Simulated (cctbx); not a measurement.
# Sr2CoSeS6 with cctbx, script by script

Library: cctbx 2025.11. The data are simulated by the first script.

## 1. Simulate the data

run.py:

```python
from cctbx import adptbx, crystal, miller, sgtbx, xray
from cctbx.array_family import flex
from iotbx.shelx import hklf
from scitbx import matrix
import scitbx.random

cs = crystal.symmetry(unit_cell=(6.75, 6.796, 9.412, 89.49, 89.79, 89.96), space_group_symbol='Hall: -P 1')  # P-1
atoms = [  # label, site, U (iso, or U11 U22 U33 U12 U13 U23 in A^2), occupancy
    ("Sr1", (0.9969, 0.0239, 0.7438), (0.0095, 0.0085, 0.0101, -0.0004, 0.0004, 0.0002), 1),
    ("Sr2", (0.5061, 0.4807, 0.2515), (0.0073, 0.0057, 0.0082, 0.0000, 0.0006, 0.0002), 1),
    ("Se1", (0.5, 0, 0.5), (0.0105, 0.0063, 0.0077, 0.0006, 0.0026, 0.0003), 1),
    ("Se2", (0, 0.5, 0), (0.0094, 0.0100, 0.0095, -0.0010, -0.0012, -0.0010), 1),
    ("Co1", (0.5, 0, 0), (0.0082, 0.0114, 0.0087, -0.0010, 0.0016, 0.0007), 1),
    ("Co2", (0, 0.5, 0.5), (0.0058, 0.0085, 0.0079, -0.0006, -0.0004, 0.0004), 1),
    ("S1", (0.0695, 0.5082, 0.2367), (0.0091, 0.0130, 0.0107, 0.0026, -0.0024, -0.0021), 1),
    ("S2", (0.5597, 0.9872, 0.7431), (0.0090, 0.0073, 0.0070, -0.0000, -0.0000, 0.0020), 1),
    ("S3", (0.7142, 0.7446, 0.4712), (0.0171, 0.0182, 0.0161, 0.0024, -0.0017, -0.0018), 1),
    ("S4", (0.2274, 0.7598, 0.9668), (0.0058, 0.0073, 0.0088, 0.0009, 0.0007, -0.0017), 1),
    ("S5", (0.7472, 0.7215, 0.0344), (0.0075, 0.0090, 0.0080, -0.0003, -0.0004, 0.0004), 1),
    ("S6", (0.7492, 0.2228, 0.471), (0.0116, 0.0209, 0.0207, 0.0020, 0.0017, 0.0053), 1),
]
xs = xray.structure(crystal_symmetry=cs)
for label, site, u, occ in atoms:
    u = adptbx.u_cif_as_u_star(cs.unit_cell(), u) if isinstance(u, tuple) else u
    xs.add_scatterer(xray.scatterer(label, site=site, u=u, occupancy=occ))
xs.set_inelastic_form_factors(0.71073, "sasaki")
xs.show_summary()
p1 = xs.expand_to_p1()
ms = miller.build_set(p1, anomalous_flag=True, d_min=0.6)
flex.set_random_seed(596753)
scitbx.random.set_random_seed(596753)
ms = ms.select(flex.random_double(ms.size()) < 0.95)
i = ms.structure_factors_from_scatterers(p1, algorithm="direct").f_calc().as_intensity_array().data()
i = i * 70000 / flex.max(i)
sig = flex.sqrt(i + flex.pow2(0.02 * i) + 15 ** 2)
noise = scitbx.random.variate(scitbx.random.normal_distribution())(i.size())
data = ms.array(data=i + sig * noise, sigmas=sig).set_observation_type_xray_intensity()
with open("data.hkl", "w") as f:
    data.export_as_shelx_hklf(f)
print("reflections written:", data.size(), " <I/sigma> = %.1f" % flex.mean(data.data() / data.sigmas()))
for h, a, b in list(data.sort("data"))[:12]:
    print("%4d%4d%4d %9.1f %7.1f" % (h + (a, b)))
```

```console
$ python run.py
```

```text
Number of scatterers: 12
At special positions: 4
Unit cell: (6.75, 6.796, 9.412, 89.49, 89.79, 89.96)
Space group: P -1 (No. 2)
reflections written: 7961  <I/sigma> = 13.7
   2   2   0   71749.3  1424.9
  -2   2   0   71291.2  1390.3
  -2  -2   0   70059.1  1424.9
   2  -2   0   67726.3  1390.3
   0   0  -4   67301.2  1348.0
   0   0   4   65341.1  1348.0
   0  -4   0   45793.6   955.5
   0   4   0   45200.5   955.5
  -2   2   4   43835.9   864.5
   2   2  -4   42709.4   825.9
  -2  -2  -4   41452.5   856.9
   2  -2  -4   41180.6   864.5
```

Run time: 0.26 s on 1 thread of Intel(R) Xeon(R) CPU @ 2.60GHz (Ice Lake), on a shared host, peak memory 0.07 GiB.

## 2. Refinement (right model, isotropic)

run.py:

```python
import math
from cctbx import adptbx, crystal, maptbx, sgtbx, xray
from cctbx.array_family import flex
from cctbx.xray import observations
from iotbx.shelx import hklf
from scitbx.lstbx import normal_eqns_solving
from smtbx import absolute_structure, utils
from smtbx.refinement import constraints, least_squares

cs = crystal.symmetry(unit_cell=(6.75, 6.796, 9.412, 89.49, 89.79, 89.96), space_group_symbol='Hall: -P 1')  # P-1
atoms = [  # label, site, U (iso, or U11 U22 U33 U12 U13 U23 in A^2), occupancy
    ("Sr1", (0.9969, 0.0321, 0.7431), 0.0200, 1),
    ("Sr2", (0.4956, 0.4827, 0.2518), 0.0200, 1),
    ("Se1", (0.5, 0, 0.5), 0.0200, 1),
    ("Se2", (0, 0.5, 0), 0.0200, 1),
    ("Co1", (0.5, 0, 0), 0.0200, 1),
    ("Co2", (0, 0.5, 0.5), 0.0200, 1),
    ("S1", (0.0736, 0.5042, 0.235), 0.0200, 1),
    ("S2", (0.5548, 0.9916, 0.7507), 0.0200, 1),
    ("S3", (0.7222, 0.7472, 0.4641), 0.0200, 1),
    ("S4", (0.2235, 0.7595, 0.9614), 0.0200, 1),
    ("S5", (0.7486, 0.7058, 0.0357), 0.0200, 1),
    ("S6", (0.7507, 0.2241, 0.4685), 0.0200, 1),
]
xs = xray.structure(crystal_symmetry=cs)
for label, site, u, occ in atoms:
    u = adptbx.u_cif_as_u_star(cs.unit_cell(), u) if isinstance(u, tuple) else u
    xs.add_scatterer(xray.scatterer(label, site=site, u=u, occupancy=occ))
xs.set_inelastic_form_factors(0.71073, "sasaki")
raw = hklf.reader(file_name="data.hkl").as_miller_arrays(crystal_symmetry=cs, anomalous=True)[0]
merged = raw.eliminate_sys_absent().merge_equivalents()
fo2 = merged.array().set_observation_type_xray_intensity()
print("Rint %.3f, %d unique reflections to %.2f A" % (merged.r_int(), fo2.size(), fo2.d_min()))
for sc in xs.scatterers():
    sc.flags.set_grad_site(True)
    sc.flags.set_grad_u_aniso(sc.flags.use_u_aniso())
    sc.flags.set_grad_u_iso(sc.flags.use_u_iso())
obs = fo2.as_xray_observations()
extra = {}
rep = constraints.reparametrisation(xs, [], utils.connectivity_table(xs), **extra)
ls = least_squares.crystallographic_ls(obs, rep, weighting_scheme=least_squares.mainstream_shelx_weighting(a=0, b=0))
print("cycle     R1     wR2    GooF  max shift (A)")
for cycle in range(8):
    ls.build_up()
    r1, wr2, goof = ls.r1_factor(cutoff_factor=2)[0], ls.wR2(), ls.goof()
    old = xs.sites_cart()
    normal_eqns_solving.levenberg_marquardt_iterations(ls, n_max_iterations=3, tau=1e-06, step_threshold=1e-7)
    big = flex.max((xs.sites_cart() - old).norms())
    print("%4d %7.4f %7.4f %7.3f %9.5f" % (cycle + 1, r1, wr2, goof, big))
    ls.build_up(objective_only=True)
    if abs(ls.wR2() - wr2) < 5e-5 and big < 5e-4:
        break
ls.build_up()
print("final R1 %.4f wR2 %.4f GooF %.3f  parameters %d  data/parameter %.1f" % (ls.r1_factor(cutoff_factor=2)[0], ls.wR2(), ls.goof(), ls.n_parameters, fo2.size() / ls.n_parameters))
cov = ls.covariance_matrix_and_annotations()
su = dict(zip(cov.annotations, (math.sqrt(max(v, 0)) for v in cov.matrix.matrix_packed_u_diagonal())))
a2 = cs.unit_cell().reciprocal_parameters()[0] ** -2
print("atom        x        y        z      Ueq    occ   su(xyz)  su(Uiso or U11)")
for sc in xs.scatterers():
    s = max(su.get(sc.label + k, 0) for k in (".x", ".y", ".z"))
    npd = "" if sc.is_positive_definite_u(cs.unit_cell()) else "  NPD"
    print("%-5s %8.5f %8.5f %8.5f %8.4f %6.3f %8.5f %7.4f%s" % ((sc.label,) + sc.site + (sc.u_iso_or_equiv(cs.unit_cell()), sc.occupancy, s, su.get(sc.label + ".uiso", su.get(sc.label + ".u11", 0) * a2), npd)))
fo = fo2.f_sq_as_f()
fc = fo.structure_factors_from_scatterers(xs, algorithm="direct").f_calc()
diff = fo.f_obs_minus_f_calc(1 / math.sqrt(ls.scale_factor()), fc).average_bijvoet_mates()
m = diff.fft_map(symmetry_flags=maptbx.use_space_group_symmetry, resolution_factor=0.25).apply_volume_scaling()
print("difference map: max %.2f min %.2f rms %.2f" % (m.statistics().max(), m.statistics().min(), m.statistics().sigma()))
peaks = m.peak_search(parameters=maptbx.peak_search_parameters(min_distance_sym_equiv=0.6, max_clusters=6)).all()
near = xs.closest_distances(peaks.sites(), distance_cutoff=4)
sps = cs.special_position_settings(min_distance_sym_equiv=0.5)
for k, (x, h) in enumerate(zip(peaks.sites(), peaks.heights())):
    ss = sps.site_symmetry(x)
    print("Q%-3d %7.4f %7.4f %7.4f %4d %7.2f  %.2f A from %s" % ((k + 1,) + tuple(t % 1 for t in ss.exact_site()) + (ss.multiplicity(), h, near.smallest_distances[k], xs.scatterers()[near.i_seqs[k]].label)))
```

```console
$ python run.py
```

```text
Rint 0.021, 4185 unique reflections to 0.60 A
cycle     R1     wR2    GooF  max shift (A)
   1  0.2734  0.5242  12.676   0.10835
   2  0.0376  0.0749   1.812   0.00012
final R1 0.0376 wR2 0.0749 GooF 1.812  parameters 36  data/parameter 116.2
atom        x        y        z      Ueq    occ   su(xyz)  su(Uiso or U11)
Sr1    0.99680  0.02386  0.74374   0.0093  1.000  0.00005  0.0001
Sr2    0.50610  0.48069  0.25143   0.0070  1.000  0.00004  0.0001
Se1    0.50000  0.00000  0.50000   0.0079  1.000  0.00000  0.0001
Se2    0.00000  0.50000  0.00000   0.0098  1.000  0.00000  0.0001
Co1    0.50000  0.00000  0.00000   0.0094  1.000  0.00000  0.0001
Co2    0.00000  0.50000  0.50000   0.0074  1.000  0.00000  0.0001
S1     0.06973  0.50831  0.23671   0.0109  1.000  0.00013  0.0001
S2     0.55955  0.98712  0.74294   0.0075  1.000  0.00012  0.0001
S3     0.71426  0.74451  0.47126   0.0173  1.000  0.00015  0.0002
S4     0.22752  0.75978  0.96684   0.0076  1.000  0.00011  0.0001
S5     0.74702  0.72157  0.03440   0.0080  1.000  0.00012  0.0001
S6     0.74920  0.22291  0.47118   0.0175  1.000  0.00015  0.0002
difference map: max 5.83 min -3.48 rms 0.35
Q1    0.4527  0.9921  0.4782    2    6.30  0.38 A from Se1
Q2    0.2608  0.8153  0.5577    2    4.57  0.38 A from S6
Q3    0.2391  0.7368  0.4996    2    3.81  0.40 A from S6
Q4    0.0396  0.4695  0.2570    2    3.27  0.38 A from S1
Q5    0.1010  0.5497  0.2140    2    3.02  0.41 A from S1
Q6    0.4668  0.5134  0.7142    2    2.97  0.37 A from Sr2
```

Time: 0.36 s.

## 3. Refinement (right model, anisotropic)

run.py, as its changes from the last script of this kind:

```diff
@@ -12,12 +12,12 @@
-    ("Sr1", (0.9969, 0.0321, 0.7431), 0.0200, 1),
-    ("Sr2", (0.4956, 0.4827, 0.2518), 0.0200, 1),
-    ("Se1", (0.5, 0, 0.5), 0.0200, 1),
-    ("Se2", (0, 0.5, 0), 0.0200, 1),
-    ("Co1", (0.5, 0, 0), 0.0200, 1),
-    ("Co2", (0, 0.5, 0.5), 0.0200, 1),
-    ("S1", (0.0736, 0.5042, 0.235), 0.0200, 1),
-    ("S2", (0.5548, 0.9916, 0.7507), 0.0200, 1),
-    ("S3", (0.7222, 0.7472, 0.4641), 0.0200, 1),
-    ("S4", (0.2235, 0.7595, 0.9614), 0.0200, 1),
-    ("S5", (0.7486, 0.7058, 0.0357), 0.0200, 1),
-    ("S6", (0.7507, 0.2241, 0.4685), 0.0200, 1),
+    ("Sr1", (0.9968, 0.02386, 0.74374), 0.0093, 1),
+    ("Sr2", (0.5061, 0.48069, 0.25143), 0.0070, 1),
+    ("Se1", (0.5, 0, 0.5), 0.0079, 1),
+    ("Se2", (0, 0.5, 0), 0.0098, 1),
+    ("Co1", (0.5, 0, 0), 0.0094, 1),
+    ("Co2", (0, 0.5, 0.5), 0.0074, 1),
+    ("S1", (0.06973, 0.50831, 0.23671), 0.0109, 1),
+    ("S2", (0.55955, 0.98712, 0.74294), 0.0075, 1),
+    ("S3", (0.71426, 0.74451, 0.47126), 0.0173, 1),
+    ("S4", (0.22752, 0.75978, 0.96684), 0.0076, 1),
+    ("S5", (0.74702, 0.72157, 0.0344), 0.0080, 1),
+    ("S6", (0.7492, 0.22291, 0.47118), 0.0175, 1),
@@ -29,0 +30 @@
+xs.convert_to_anisotropic()
```

```console
$ python run.py
```

```text
Rint 0.021, 4185 unique reflections to 0.60 A
cycle     R1     wR2    GooF  max shift (A)
   1  0.0376  0.0750   1.826   0.00242
   2  0.0191  0.0377   0.919   0.00000
final R1 0.0191 wR2 0.0377 GooF 0.919  parameters 96  data/parameter 43.6
atom        x        y        z      Ueq    occ   su(xyz)  su(Uiso or U11)
Sr1    0.99694  0.02394  0.74375   0.0093  1.000  0.00002  0.0001
Sr2    0.50610  0.48071  0.25149   0.0070  1.000  0.00002  0.0001
Se1    0.50000  0.00000  0.50000   0.0080  1.000  0.00000  0.0001
Se2    0.00000  0.50000  0.00000   0.0097  1.000  0.00000  0.0001
Co1    0.50000  0.00000  0.00000   0.0093  1.000  0.00000  0.0001
Co2    0.00000  0.50000  0.50000   0.0073  1.000  0.00000  0.0001
S1     0.06950  0.50819  0.23672   0.0109  1.000  0.00006  0.0002
S2     0.55968  0.98721  0.74306   0.0077  1.000  0.00006  0.0001
S3     0.71419  0.74458  0.47122   0.0171  1.000  0.00008  0.0002
S4     0.22751  0.75980  0.96684   0.0073  1.000  0.00006  0.0001
S5     0.74712  0.72155  0.03436   0.0081  1.000  0.00006  0.0001
S6     0.74925  0.22277  0.47095   0.0178  1.000  0.00008  0.0002
difference map: max 0.98 min -0.98 rms 0.24
Q1    0.0040  0.4984  0.0869    2    1.05  0.82 A from Se2
Q2    0.2421  0.8248  0.3829    2    0.99  1.41 A from S6
Q3    0.3545  0.2786  0.0781    2    0.95  1.26 A from S5
Q4    0.2092  0.9317  0.3459    2    0.90  1.66 A from Sr1
Q5    0.3970  0.4285  0.4677    2    0.89  1.50 A from S3
Q6    0.4863  0.7960  0.6764    2    0.88  1.53 A from S2
```

Time: 0.37 s.

## 4. Refinement

run.py, as its changes from the last script of this kind:

```diff
@@ -29 +29 @@
-xs.set_inelastic_form_factors(0.71073, "sasaki")
+# no anomalous dispersion
@@ -44 +44 @@
-for cycle in range(8):
+for cycle in range(12):
```

```console
$ python run.py
```

```text
Rint 0.021, 4185 unique reflections to 0.60 A
cycle     R1     wR2    GooF  max shift (A)
   1  0.0596  0.1247   3.037   0.00343
   2  0.0265  0.0564   1.373   0.00000
final R1 0.0265 wR2 0.0564 GooF 1.373  parameters 96  data/parameter 43.6
atom        x        y        z      Ueq    occ   su(xyz)  su(Uiso or U11)
Sr1    0.99692  0.02397  0.74376   0.0112  1.000  0.00003  0.0001
Sr2    0.50610  0.48064  0.25152   0.0089  1.000  0.00003  0.0001
Se1    0.50000  0.00000  0.50000   0.0073  1.000  0.00000  0.0001
Se2    0.00000  0.50000  0.00000   0.0089  1.000  0.00000  0.0001
Co1    0.50000  0.00000  0.00000   0.0071  1.000  0.00000  0.0002
Co2    0.00000  0.50000  0.50000   0.0052  1.000  0.00000  0.0002
S1     0.06959  0.50820  0.23672   0.0095  1.000  0.00009  0.0002
S2     0.55986  0.98730  0.74300   0.0064  1.000  0.00009  0.0002
S3     0.71426  0.74467  0.47121   0.0157  1.000  0.00011  0.0003
S4     0.22750  0.75971  0.96685   0.0061  1.000  0.00008  0.0002
S5     0.74713  0.72155  0.03431   0.0070  1.000  0.00009  0.0002
S6     0.74929  0.22278  0.47084   0.0163  1.000  0.00011  0.0003
difference map: max 1.60 min -2.03 rms 0.30
Q1    0.0183  0.5401  0.5189    2    1.63  0.35 A from Co2
Q2    0.4835  0.0470  0.9900    2    1.41  0.35 A from Co1
Q3    0.4407  0.9563  0.5148    2    1.27  0.52 A from Se1
Q4    0.2185  0.7451  0.9295    2    1.27  0.37 A from S4
Q5    0.0000  0.5000  0.0000    1    1.18  0.00 A from Se2
Q6    0.4608  0.0041  0.2458    2    1.16  0.18 A from S2
```

Time: 0.36 s.

This run holds a fault made on purpose: anomalous dispersion left out.

## 5. Refinement

run.py, as its changes from the last script of this kind:

```diff
@@ -29 +29 @@
-# no anomalous dispersion
+xs.set_inelastic_form_factors(0.71073, "sasaki")
@@ -32 +32 @@
-merged = raw.eliminate_sys_absent().merge_equivalents()
+merged = raw.eliminate_sys_absent().resolution_filter(d_min=1.3).merge_equivalents()
```

```console
$ python run.py
```

```text
Rint 0.017, 413 unique reflections to 1.30 A
cycle     R1     wR2    GooF  max shift (A)
   1  0.0180  0.0432   1.466   0.00476
   2  0.0125  0.0282   0.955   0.00001
final R1 0.0125 wR2 0.0282 GooF 0.955  parameters 96  data/parameter 4.3
atom        x        y        z      Ueq    occ   su(xyz)  su(Uiso or U11)
Sr1    0.99683  0.02387  0.74376   0.0096  1.000  0.00008  0.0006
Sr2    0.50602  0.48080  0.25140   0.0075  1.000  0.00008  0.0006
Se1    0.50000  0.00000  0.50000   0.0085  1.000  0.00000  0.0007
Se2    0.00000  0.50000  0.00000   0.0102  1.000  0.00000  0.0007
Co1    0.50000  0.00000  0.00000   0.0099  1.000  0.00000  0.0009
Co2    0.00000  0.50000  0.50000   0.0072  1.000  0.00000  0.0009
S1     0.06922  0.50803  0.23679   0.0110  1.000  0.00025  0.0010
S2     0.55965  0.98728  0.74296   0.0078  1.000  0.00024  0.0010
S3     0.71419  0.74448  0.47114   0.0176  1.000  0.00024  0.0012
S4     0.22761  0.75999  0.96677   0.0077  1.000  0.00022  0.0011
S5     0.74713  0.72180  0.03438   0.0085  1.000  0.00022  0.0011
S6     0.74924  0.22283  0.47068   0.0183  1.000  0.00024  0.0011
difference map: max 0.24 min -0.24 rms 0.07
Q1    0.0470  0.1547  0.0536    2    0.25  1.82 A from S5
Q2    0.1682  0.2014  0.9066    2    0.24  0.96 A from S5
Q3    0.0216  0.6395  0.2714    2    0.23  1.01 A from S1
Q4    0.4534  0.8651  0.8098    2    0.22  1.26 A from S2
Q5    0.0510  0.6104  0.7663    2    0.20  1.14 A from S1
Q6    0.3420  0.1274  0.0837    2    0.19  1.58 A from Co1
```

Time: 0.36 s.

This run holds a fault made on purpose: data cut at low resolution.

## 6. Refinement

run.py, as its changes from the last script of this kind:

```diff
@@ -21,3 +21,3 @@
-    ("S4", (0.22752, 0.75978, 0.96684), 0.0076, 1),
-    ("S5", (0.74702, 0.72157, 0.0344), 0.0080, 1),
-    ("S6", (0.7492, 0.22291, 0.47118), 0.0175, 1),
+    ("Se3", (0.22752, 0.75978, 0.96684), 0.0076, 1),
+    ("S4", (0.74702, 0.72157, 0.0344), 0.0080, 1),
+    ("S5", (0.7492, 0.22291, 0.47118), 0.0175, 1),
@@ -32 +32 @@
-merged = raw.eliminate_sys_absent().resolution_filter(d_min=1.3).merge_equivalents()
+merged = raw.eliminate_sys_absent().merge_equivalents()
```

```console
$ python run.py
```

```text
Rint 0.021, 4185 unique reflections to 0.60 A
cycle     R1     wR2    GooF  max shift (A)
   1  0.2565  0.4954  12.068   0.00784
   2  0.1056  0.2501   6.091   0.00326
   3  0.1090  0.2484   6.050   0.00038
final R1 0.1095 wR2 0.2483 GooF 6.050  parameters 96  data/parameter 43.6
atom        x        y        z      Ueq    occ   su(xyz)  su(Uiso or U11)
Sr1    0.99665  0.02381  0.74370   0.0052  1.000  0.00016  0.0004
Sr2    0.50611  0.48095  0.25154   0.0034  1.000  0.00015  0.0004
Se1    0.50000  0.00000  0.50000   0.0040  1.000  0.00000  0.0006
Se2    0.00000  0.50000  0.00000   0.0059  1.000  0.00000  0.0006
Co1    0.50000  0.00000  0.00000   0.0059  1.000  0.00000  0.0009
Co2    0.00000  0.50000  0.50000   0.0040  1.000  0.00000  0.0008
S1     0.06922  0.50798  0.23698   0.0066  1.000  0.00043  0.0011
S2     0.55964  0.98717  0.74299   0.0033  1.000  0.00039  0.0009
S3     0.71443  0.74401  0.47085   0.0127  1.000  0.00052  0.0013
Se3    0.22779  0.75962  0.96669   0.0420  1.000  0.00043  0.0014
S4     0.74722  0.72157  0.03470   0.0042  1.000  0.00040  0.0009
S5     0.74846  0.22360  0.47204   0.0112  1.000  0.00049  0.0011
difference map: max 13.08 min -15.82 rms 1.21
Q1    0.4892  0.5271  0.7492    2   13.18  0.06 A from Sr2
Q2    0.5000  0.0000  0.5000    1   11.42  0.00 A from Se1
Q3    0.0098  0.0215  0.7604    2   10.67  0.18 A from Sr1
Q4    0.5000  0.0000  0.0000    1   10.34  0.00 A from Co1
Q5    0.0000  0.5000  0.0000    1   10.04  0.00 A from Se2
Q6    0.0000  0.5000  0.5000    1   10.02  0.00 A from Co2
```

It took 0.42 s on 1 thread of Intel(R) Xeon(R) CPU @ 2.60GHz (Ice Lake) (shared host), peak memory 0.09 GiB.

This run holds a fault made on purpose: wrong element: Se3 is S.

[Logs are printed without paths, hosts, clocks, repeated set-up lines and the standing remarks that a program may print on its own settings, such as how far it seeks lower states.]
